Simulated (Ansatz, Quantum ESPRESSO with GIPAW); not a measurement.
# C6H12N3P: which site gives which 13C line?

The values are calculated: DFT, PBEsol, plane-wave PAW (pslibrary 1.0.0 recipes), scalar-relativistic, GIPAW shieldings (Quantum ESPRESSO with GIPAW, a patched development version). To turn shieldings into shifts, lines fitted to measured solids are used. 13C: δ = (162.2 − σ), zero at TMS, fitted to 6 measured values, from C, KHCO3, Li2CO3, MgCO3, Na2CO3 and SiC, with a scatter of 0.77 ppm r.m.s., on σ without the shape term. Kinds of site that fitted badly were split off after the misses were seen, so the scatter is that of the points kept. Spans are on the shift scale.

```cif
data_structure
_symmetry_space_group_name_H-M 'P 1'
_symmetry_Int_Tables_number 1
_cell_length_a 6.0240
_cell_length_b 6.0240
_cell_length_c 6.0240
_cell_angle_alpha 105.940
_cell_angle_beta 105.940
_cell_angle_gamma 105.940
_cell_volume 187.07
loop_
_atom_site_label
_atom_site_type_symbol
_atom_site_fract_x
_atom_site_fract_y
_atom_site_fract_z
_atom_site_occupancy
P1 P 0.99649 0.99649 0.99649 1
N2 N 0.25889 0.51424 0.25889 1
N3 N 0.51424 0.25889 0.25889 1
N4 N 0.25889 0.25889 0.51424 1
C5 C 0.49003 0.49003 0.24348 1
C6 C 0.49003 0.24348 0.49003 1
C7 C 0.24348 0.49003 0.49003 1
C8 C 0.04056 0.32879 0.04056 1
C9 C 0.32879 0.04056 0.04056 1
C10 C 0.04056 0.04056 0.32879 1
H11 H 0.64769 0.64769 0.40196 1
H12 H 0.64769 0.40196 0.64769 1
H13 H 0.40196 0.64769 0.64769 1
H14 H 0.50028 0.50028 0.06584 1
H15 H 0.50028 0.06584 0.50028 1
H16 H 0.06584 0.50028 0.50028 1
H17 H 0.35633 0.05816 0.87126 1
H18 H 0.87126 0.35633 0.05816 1
H19 H 0.05816 0.87126 0.35633 1
H20 H 0.05816 0.35633 0.87126 1
H21 H 0.35633 0.87126 0.05816 1
H22 H 0.87126 0.05816 0.35633 1
```

The cell is an entry of the Crystallography Open Database. The coordinates shown are those after relaxation (atoms relaxed).

The C sites:

| site | atom no. | atoms in cell | site symmetry | surroundings | bonds (Å) |
| --- | --- | --- | --- | --- | --- |
| C(1) | 5 | 3 | m | CN2H2 | 1.11 to 1.46 |
| C(2) | 8 | 3 | m | CNH2P | 1.11 to 1.88 |

The lines to be assigned:

| line | δ_iso (ppm) | relative area | span (ppm) | skew |
| --- | --- | --- | --- | --- |
| A | 69.5 | 1 | 30.6 | 0.29 |
| B | 48.2 | 1 | 47.6 | 0.50 |

Simulated spectrum: 13C MAS at 12.5 kHz, 9.4 T (100.7 MHz), lines broadened by 0.8 ppm; rigid lattice, with dipolar and J couplings left out. Lines over 1.5 % of the strongest (ppm: area): 69.5: 1.00, 48.2: 1.00.

Assign each line to a crystallographic site.

A: A is C(1) (CN2H2); B is C(2) (CNH2P). The bonded neighbours set the region: A with N2H2; B with NH2P.

[Banner, clock, file and message-heading lines were taken out of the pw.x and gipaw.x logs.]

[Logs are printed without paths, hosts, clocks, repeated set-up lines and the standing remarks that a program may print on its own settings, such as how far it seeks lower states.]

[Hosts, paths, dates, database ids (printed as entryN), source tags and the programs' standing remarks are cut or masked in the printed files.]
